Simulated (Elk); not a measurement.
# E(M) of AlFe

Aim: the energy of AlFe as a function of its total spin moment.

Program: Elk 11.2.3 (patched build). Level of theory: PBE; all-electron APW+lo, Dirac cores, scalar-relativistic bands. Results are calculated unless marked as measured.

### Step 1. Starting point

It takes space group Pm-3m (No. 221, cubic). Conventional cell: a = 2.910 Å, b = 2.910 Å, c = 2.910 Å, α = 90.00°, β = 90.00°, γ = 90.00°. Nearest to Al lie 8 Fe at 2.52 Å. Nearest to Fe lie 8 Al at 2.52 Å. Farther neighbours are not listed.

### Step 2. Unconstrained state

The free run shows where the moment settles by itself and gives the state from which the held runs start.

The last three numbers of an atom's line are a seed field in its sphere. It points against the wanted moment and shrinks by the factor reducebf each loop.

Contents of elk.in:

```
tasks
  0

xctype
  20

rgkmax
  7.0

nempty
  14

swidth
  0.002

reducebf
  0.5

epsengy
  1e-05

maxscl
  120

lmaxi
  3

spinpol
  .true.

sppath
  './'

avec
  5.49910302266 0.00000000000 0.00000000000
  0.00000000000 5.49910302266 0.00000000000
  0.00000000000 0.00000000000 5.49910302266

atoms
  2
  'Al.in'
  1
  0.0000000000 0.0000000000 0.0000000000   0.000000 0.000000 0.000000
  'Fe.in'
  1
  0.5000000000 0.5000000000 0.5000000000   0.000000 0.000000 -0.084000

ngridk
  8 8 8
```

Command:

```bash
$ OMP_NUM_THREADS=2 elk
```

Numbers of over 12 decimals in the logs are rounded to 6 here.

Log:

```text
Warning(gndstate): core states of species 1 leak from the muffin-tin :   0.4823865702E-03

--- INFO.OUT ---
┌─────────────────────────┐
│ Elk code version 11.2.3 │
└─────────────────────────┘

All units are atomic (Hartree, Bohr, etc.)

┌─────────────────────────────────────────────────┐
│ Ground-state run starting from atomic densities │
└─────────────────────────────────────────────────┘

Lattice vectors :
   5.499103023       0.000000000       0.000000000
   0.000000000       5.499103023       0.000000000
   0.000000000       0.000000000       5.499103023

Reciprocal lattice vectors :
   1.142583669       0.000000000       0.000000000
   0.000000000       1.142583669       0.000000000
   0.000000000       0.000000000       1.142583669

Unit cell volume      :    166.2936126
Brillouin zone volume :    1.491640055

Muffin-tin inner radius fraction :   0.1000000000E-01

Nuclei treated as point charges

Species : 1 (Al)
 parameters loaded from : Al.in
 name : aluminium
 nuclear charge    :   -13.00000000
 electronic charge :    13.00000000
 atomic mass :    49184.33496
 muffin-tin radius :    2.200000000
 number of radial points in muffin-tin :    793
 inner part over the whole radius :   0.9821194981E-02
 number on inner part of muffin-tin    :    552
 approximate nuclear radius :   0.5839653600E-04
 number of mesh points to nuclear radius :    244
 atomic positions (lattice), magnetic fields (Cartesian) :
  1 :   0.00000000  0.00000000  0.00000000    0.00000000  0.00000000  0.00000000

Species : 2 (Fe)
 parameters loaded from : Fe.in
 name : iron
 nuclear charge    :   -26.00000000
 electronic charge :    26.00000000
 atomic mass :    101799.2075
 muffin-tin radius :    2.400000000
 number of radial points in muffin-tin :    993
 inner part over the whole radius :   0.9896234358E-02
 number on inner part of muffin-tin    :    700
 approximate nuclear radius :   0.7160107270E-04
 number of mesh points to nuclear radius :    332
 atomic positions (lattice), magnetic fields (Cartesian) :
  1 :   0.50000000  0.50000000  0.50000000    0.00000000  0.00000000 -0.08400000

Total number of atoms per unit cell :    2
Total muffin-tin volume :    102.5080739
 ratio of muffin-tin to unit cell volume :   0.6164282097

Spin treatment :
 spin-polarised
 global magnetic field (Cartesian) :    0.000000000       0.000000000       0.000000000
 collinear magnetisation in z-direction

Number of Bravais lattice symmetries :   48
Number of crystal symmetries         :   48
Crystal has inversion symmetry
Real symmetric eigensolver will be used

k-point grid :      8     8     8
k-point offset :    0.000000000       0.000000000       0.000000000
k-point set is reduced with full crystal symmetry group
Total number of k-points :       35

Muffin-tin radius times maximum |G+k| :    7.000000000
 using average radius
Maximum |G+k| for APW functions       :    3.043478261
Maximum (1/2)|G+k|²                   :    4.631379962
Maximum |G| for potential and density :    12.00000000
Constant for pseudocharge density :    7
 order of it for each species :   14  14
 order of it for pair densities of each species (exact exchange by exxq0 0: 14) :    8  11
Radial integration step length :    1

G-vector grid sizes :     24    24    24
Number of G-vectors :     4945

Maximum angular momentum used for
 APW functions            :    8
 outer part of muffin-tin :    6
 inner part of muffin-tin :    3

Total nuclear charge    :   -39.00000000
Total core charge       :    14.00000000
Total valence charge    :    25.00000000
Total excess charge     :    0.000000000
Total electronic charge :    39.00000000

Effective Wigner radius, rₛ :    1.005944724

Number of empty states         :     28
Total number of valence states :     82
Total number of core states    :     14

Third-order local-orbitals added for an l without core states : T
Total number of local-orbitals :     33

Exchange-correlation functional :     20     0     0
 Perdew-Burke-Ernzerhof, Phys. Rev. Lett. 77, 3865 (1996)
 gradient requirement :    1
 generalised gradient approximation (GGA)

Smearing type :    3
 Fermi-Dirac
Smearing width :   0.2000000000E-02
Effective electronic temperature (K) :    631.5500496

Mixing type :    3
 Broyden mixing, J. Phys. A: Math. Gen. 17, L317 (1984)

Kohn-Sham potential initialised from atomic data

┌──────────────────────────────┐
│ Self-consistent loop started │
└──────────────────────────────┘

┌─────────────────┐
│ Loop number : 1 │
└─────────────────┘

Energies :
 Fermi                       :     0.225767
 sum of occupied eigenvalues :     -867.90128139454
 electron kinetic            :      1533.6617639761
 core electron kinetic       :      1330.6632075467
 Coulomb                     :     -2974.8137431038
 Coulomb potential           :     -2300.3838454199
 nuclear-nuclear             :     -267.28223373280
 electron-nuclear            :     -3123.8089424496
 Hartree                     :      416.27743307865
 Madelung                    :     -1824.6218203938
 xc potential                :     -101.07406888637
 xc effective B-field        :    -0.81647982269135E-01
 external B-field            :      0.000000
 exchange                    :     -72.997503206385
 correlation                 :     -1.731272
 electron entropic           :    -0.10203935323975E-02
 total energy                :     -1515.8817745241
 (external B-field energy excluded from total)

Density of states at Fermi energy :    73.74767747
 (states/Hartree/unit cell)

Estimated indirect band gap :   0.5291389786E-03
 from k-point 23 to k-point 13
Estimated direct band gap   :   0.2745886063E-02
 at k-point 13

Charges :
 core                        :    14.00000000
 valence                     :    25.00000000
 interstitial                :    2.309652366
 muffin-tins (core leakage)
  species : 1 (Al)
   atom 1                    :    11.31727057     (  0.5127330540E-03)
  species : 2 (Fe)
   atom 1                    :    25.37307706     ( -0.2258117444E-06)
 total in muffin-tins        :    36.69034763
 total calculated charge     :    38.99956399
 total charge                :    39.00000000
 error                       :   0.4360109494E-03

Moments :
 interstitial                :  -0.5287660730E-01
 muffin-tins
  species : 1 (Al)
   atom 1                    :  -0.6168904730E-01
  species : 2 (Fe)
   atom 1                    :    2.048201386
 total in muffin-tins        :    1.986512338
 total moment                :    1.933635731

┌─────────────────┐
│ Loop number : 2 │
└─────────────────┘

Energies :
 Fermi                       :     0.226980
 sum of occupied eigenvalues :     -867.86117328603
 electron kinetic            :      1533.5025716160
 core electron kinetic       :      1330.9331305722
 Coulomb                     :     -2974.7712108936
 Coulomb potential           :     -2300.4305743272
 nuclear-nuclear             :     -267.28223373280
 electron-nuclear            :     -3123.6760253730
 Hartree                     :      416.18704821221
 Madelung                    :     -1824.5559237300
 xc potential                :     -100.84624843161
 xc effective B-field        :    -0.81587651335809E-01
 external B-field            :      0.000000
 exchange                    :     -72.992445238318
 correlation                 :     -1.731265
 electron entropic           :    -0.10200480500853E-02
 total energy                :     -1515.9933700091
 (external B-field energy excluded from total)

Density of states at Fermi energy :    73.70177649
 (states/Hartree/unit cell)

Estimated indirect band gap :   0.5762000393E-03
 from k-point 23 to k-point 13
Estimated direct band gap   :   0.2757252224E-02
 at k-point 13

Charges :
 core                        :    14.00000000
 valence                     :    25.00000000
 interstitial                :    2.312150223
 muffin-tins (core leakage)
  species : 1 (Al)
   atom 1                    :    11.31952809     (  0.5123531931E-03)
  species : 2 (Fe)
   atom 1                    :    25.36832169     ( -0.2258117036E-06)
 total in muffin-tins        :    36.68784978
 total calculated charge     :    38.99956419
 total charge                :    39.00000000
 error                       :   0.4358107577E-03

Moments :
 interstitial                :  -0.5287753513E-01
 muffin-tins
  species : 1 (Al)
   atom 1                    :  -0.6184105505E-01
  species : 2 (Fe)
   atom 1                    :    2.047577529
 total in muffin-tins        :    1.985736474
 total moment                :    1.932858939

RMS change in Kohn-Sham potential (target) :    4.811903238     (  0.1000000000E-05)
Absolute change in total energy (target)   :   0.1115954850     (  0.1000000000E-04)

[... loops 3 to 16 left out ...]

┌──────────────────┐
│ Loop number : 17 │
└──────────────────┘

Energies :
 Fermi                       :     0.312046
 sum of occupied eigenvalues :     -864.70352230730
 electron kinetic            :      1533.2956700709
 core electron kinetic       :      1330.6878099874
 Coulomb                     :     -2974.3171601403
 Coulomb potential           :     -2301.2680712544
 nuclear-nuclear             :     -267.28223373280
 electron-nuclear            :     -3121.9151577881
 Hartree                     :      414.88023138057
 Madelung                    :     -1823.6831245131
 xc potential                :     -96.718257373517
 xc effective B-field        :    -0.12863879983405E-01
 external B-field            :      0.000000
 exchange                    :     -72.890011942765
 correlation                 :     -1.734299
 electron entropic           :    -0.84860364638032E-03
 total energy                :     -1515.6466491705
 (external B-field energy excluded from total)

Density of states at Fermi energy :    63.58348415
 (states/Hartree/unit cell)

Estimated indirect band gap :   0.9726301774E-03
 from k-point 29 to k-point 6
Estimated direct band gap   :   0.1660360803E-02
 at k-point 29

Charges :
 core                        :    14.00000000
 valence                     :    25.00000000
 interstitial                :    2.339615233
 muffin-tins (core leakage)
  species : 1 (Al)
   atom 1                    :    11.37927419     (  0.4823865356E-03)
  species : 2 (Fe)
   atom 1                    :    25.28111058     ( -0.2258118261E-06)
 total in muffin-tins        :    36.66038477
 total calculated charge     :    38.99957966
 total charge                :    39.00000000
 error                       :   0.4203390823E-03

Moments :
 interstitial                :  -0.1753471002E-01
 muffin-tins
  species : 1 (Al)
   atom 1                    :  -0.3399270284E-01
  species : 2 (Fe)
   atom 1                    :   0.8037627503
 total in muffin-tins        :   0.7697700474
 total moment                :   0.7522353374

RMS change in Kohn-Sham potential (target) :   0.5192388443E-06 (  0.1000000000E-05)
Absolute change in total energy (target)   :   0.1590812190E-05 (  0.1000000000E-04)

Convergence targets achieved

┌──────────────────┐
│ Loop number : 18 │
└──────────────────┘

Energies :
 Fermi                       :     0.312045
 sum of occupied eigenvalues :     -864.70352500374
 electron kinetic            :      1533.2956741782
 core electron kinetic       :      1330.6878097056
 Coulomb                     :     -2974.3171648386
 Coulomb potential           :     -2301.2680684669
 nuclear-nuclear             :     -267.28223373280
 electron-nuclear            :     -3121.9151700588
 Hartree                     :      414.88023895303
 Madelung                    :     -1823.6831306052
 xc potential                :     -96.718267181870
 xc effective B-field        :    -0.12863612941052E-01
 external B-field            :      0.000000
 exchange                    :     -72.890012196659
 correlation                 :     -1.734299
 electron entropic           :    -0.84860882753370E-03
 total energy                :     -1515.6466500405
 (external B-field energy excluded from total)

Density of states at Fermi energy :    63.58387983
 (states/Hartree/unit cell)

Estimated indirect band gap :   0.9726736021E-03
 from k-point 29 to k-point 6
Estimated direct band gap   :   0.1660126139E-02
 at k-point 29

Charges :
 core                        :    14.00000000
 valence                     :    25.00000000
 interstitial                :    2.339615096
 muffin-tins (core leakage)
  species : 1 (Al)
   atom 1                    :    11.37927395     (  0.4823865702E-03)
  species : 2 (Fe)
   atom 1                    :    25.28111095     ( -0.2258118563E-06)
 total in muffin-tins        :    36.66038490
 total calculated charge     :    38.99957966
 total charge                :    39.00000000
 error                       :   0.4203392811E-03

Moments :
 interstitial                :  -0.1752980245E-01
 muffin-tins
  species : 1 (Al)
   atom 1                    :  -0.3399000745E-01
  species : 2 (Fe)
   atom 1                    :   0.8037548110
 total in muffin-tins        :   0.7697648036
 total moment                :   0.7522350011

┌──────────────────────────────┐
│ Self-consistent loop stopped │
└──────────────────────────────┘

Warning : core states of species 1 leak from the muffin-tin :   0.4823865702E-03

Wrote STATE.OUT
```

Run time: 50 s. Hardware: 2 threads of Arm Neoverse V2, shared host; peak memory 0.11 GiB.

Numbers from this step:

```yaml
density_of_states_at_the_fermi_level: 2.337 states/eV/cell
moment_between_the_spheres: -0.01753 μB
magnetization: 0.7522 μB
final_state: ferromagnetic
largest_moment: 0.8038 μB
```

After 18 cycles the largest moment stands at 0.804 μB.

### Step 3. Moment fixed at 0.676 μB

Holding the total moment away from its free value maps the energy around and beyond the minimum.

A uniform field is adjusted until the total moment meets the target; the run goes on from the state before.

Edit elk.in of step 2 so:

```diff
@@ -1,3 +1,3 @@
 tasks
-  0
+  1
 
@@ -30,2 +30,11 @@
 
+fsmtype
+  1
+
+momfix
+  0.000000 0.000000 0.676000
+
+taufsm
+  0.01
+
 sppath
@@ -45,3 +54,3 @@
   1
-  0.5000000000 0.5000000000 0.5000000000   0.000000 0.000000 -0.084000
+  0.5000000000 0.5000000000 0.5000000000   0.000000 0.000000 -0.000084
```

Command:

```bash
$ OMP_NUM_THREADS=2 elk
```

Log:

```text
Warning(gndstate): core states of species 1 leak from the muffin-tin :   0.4823900190E-03

--- INFO.OUT ---
┌─────────────────────────┐
│ Elk code version 11.2.3 │
└─────────────────────────┘

All units are atomic (Hartree, Bohr, etc.)

┌──────────────────────────────────────────┐
│ Ground-state run resuming from STATE.OUT │
└──────────────────────────────────────────┘

Lattice vectors :
   5.499103023       0.000000000       0.000000000
   0.000000000       5.499103023       0.000000000
   0.000000000       0.000000000       5.499103023

Species : 1 (Al)
 muffin-tin radius :    2.200000000
 atomic positions (lattice), magnetic fields (Cartesian) :
  1 :   0.00000000  0.00000000  0.00000000    0.00000000  0.00000000  0.00000000

Species : 2 (Fe)
 muffin-tin radius :    2.400000000
 atomic positions (lattice), magnetic fields (Cartesian) :
  1 :   0.50000000  0.50000000  0.50000000    0.00000000  0.00000000  0.00000000

Total number of atoms per unit cell :    2
Total muffin-tin volume :    102.5080739
 ratio of muffin-tin to unit cell volume :   0.6164282097

Spin treatment :
 spin-polarised
 global magnetic field (Cartesian) :    0.000000000       0.000000000       0.000000000
 collinear magnetisation in z-direction
 fixed spin moment (FSM) calculation, type :    1
  fixing total moment to (Cartesian) :
     0.000000000       0.000000000      0.6760000000

Number of Bravais lattice symmetries :   48
Number of crystal symmetries         :   48
Crystal has inversion symmetry
Real symmetric eigensolver will be used

k-point grid :      8     8     8
k-point offset :    0.000000000       0.000000000       0.000000000
k-point set is reduced with full crystal symmetry group
Total number of k-points :       35

Muffin-tin radius times maximum |G+k| :    7.000000000
 using average radius
Maximum |G+k| for APW functions       :    3.043478261
Maximum (1/2)|G+k|²                   :    4.631379962
Maximum |G| for potential and density :    12.00000000
Constant for pseudocharge density :    7
 order of it for each species :   14  14
 order of it for pair densities of each species (exact exchange by exxq0 0: 14) :    8  11
Radial integration step length :    1

G-vector grid sizes :     24    24    24
Number of G-vectors :     4945

Maximum angular momentum used for
 APW functions            :    8
 outer part of muffin-tin :    6

Number of empty states         :     28
Total number of valence states :     82
Total number of core states    :     14

Third-order local-orbitals added for an l without core states : T
Total number of local-orbitals :     33

Exchange-correlation functional :     20     0     0
 Perdew-Burke-Ernzerhof, Phys. Rev. Lett. 77, 3865 (1996)
 gradient requirement :    1
 generalised gradient approximation (GGA)

Smearing type :    3
 Fermi-Dirac
Smearing width :   0.2000000000E-02
Effective electronic temperature (K) :    631.5500496

Mixing type :    1
 Adaptive linear mixing

Potential read in from STATE.OUT

┌──────────────────────────────┐
│ Self-consistent loop started │
└──────────────────────────────┘

[... earlier loops left out ...]

┌──────────────────┐
│ Loop number : 32 │
└──────────────────┘

Energies :
 Fermi                       :     0.308289
 sum of occupied eigenvalues :     -864.69553892232
 electron kinetic            :      1533.2923832717
 core electron kinetic       :      1330.6884850484
 Coulomb                     :     -2974.3142057946
 Coulomb potential           :     -2301.2599645691
 nuclear-nuclear             :     -267.28223373280
 electron-nuclear            :     -3121.9189028560
 Hartree                     :      414.88693079424
 Madelung                    :     -1823.6842235101
 xc potential                :     -96.719497272145
 xc effective B-field        :    -0.10746170036973E-01
 external B-field            :      0.000000
 exchange                    :     -72.889268637687
 correlation                 :     -1.734380
 electron entropic           :    -0.98634663793565E-03
 total energy                :     -1515.6464579271
 (external B-field energy excluded from total)

Density of states at Fermi energy :    74.99505902
 (states/Hartree/unit cell)

Estimated indirect band gap :   0.9541677713E-04
 from k-point 24 to k-point 32
Estimated direct band gap   :   0.1595530213E-02
 at k-point 29

Charges :
 core                        :    14.00000000
 valence                     :    25.00000000
 interstitial                :    2.338592145
 muffin-tins (core leakage)
  species : 1 (Al)
   atom 1                    :    11.37924820     (  0.4823900190E-03)
  species : 2 (Fe)
   atom 1                    :    25.28215966     ( -0.2258117604E-06)
 total in muffin-tins        :    36.66140786
 total calculated charge     :    38.99957945
 total charge                :    39.00000000
 error                       :   0.4205519953E-03

Moments :
 interstitial                :  -0.2050975112E-01
 muffin-tins
  species : 1 (Al)
   atom 1                    :  -0.3281838224E-01
  species : 2 (Fe)
   atom 1                    :   0.7293356467
 total in muffin-tins        :   0.6965172645
 total moment                :   0.6760075134

FSM global effective field   :   0.3380551156E-02

┌──────────────────────────────┐
│ Self-consistent loop stopped │
└──────────────────────────────┘

Warning : core states of species 1 leak from the muffin-tin :   0.4823900190E-03

Wrote STATE.OUT
```

Elapsed: 87 s, on 2 threads; peak memory 0.1 GiB; 2.8 min of CPU time.

Numbers from this step:

| Item | Value |
| --- | --- |
| magnetization | 0.6760 μB |

It lies 5.23 meV a cell above the free run.

(Part 1 of 2 ends here.)

[Logs and program files are shortened in this print: banners, set-up blocks, solver, clock and traceback lines can be left out without a mark of their own.]

[Logs are printed without paths, hosts, clocks, repeated set-up lines and the standing remarks that a program may print on its own settings, such as how far it seeks lower states.]

[Hosts, paths, dates, database ids (printed as entryN), source tags and the programs' standing remarks are cut or masked in the printed files.]

[Where a cell is said to come from a database of computed structures, the database is the Materials Project.]
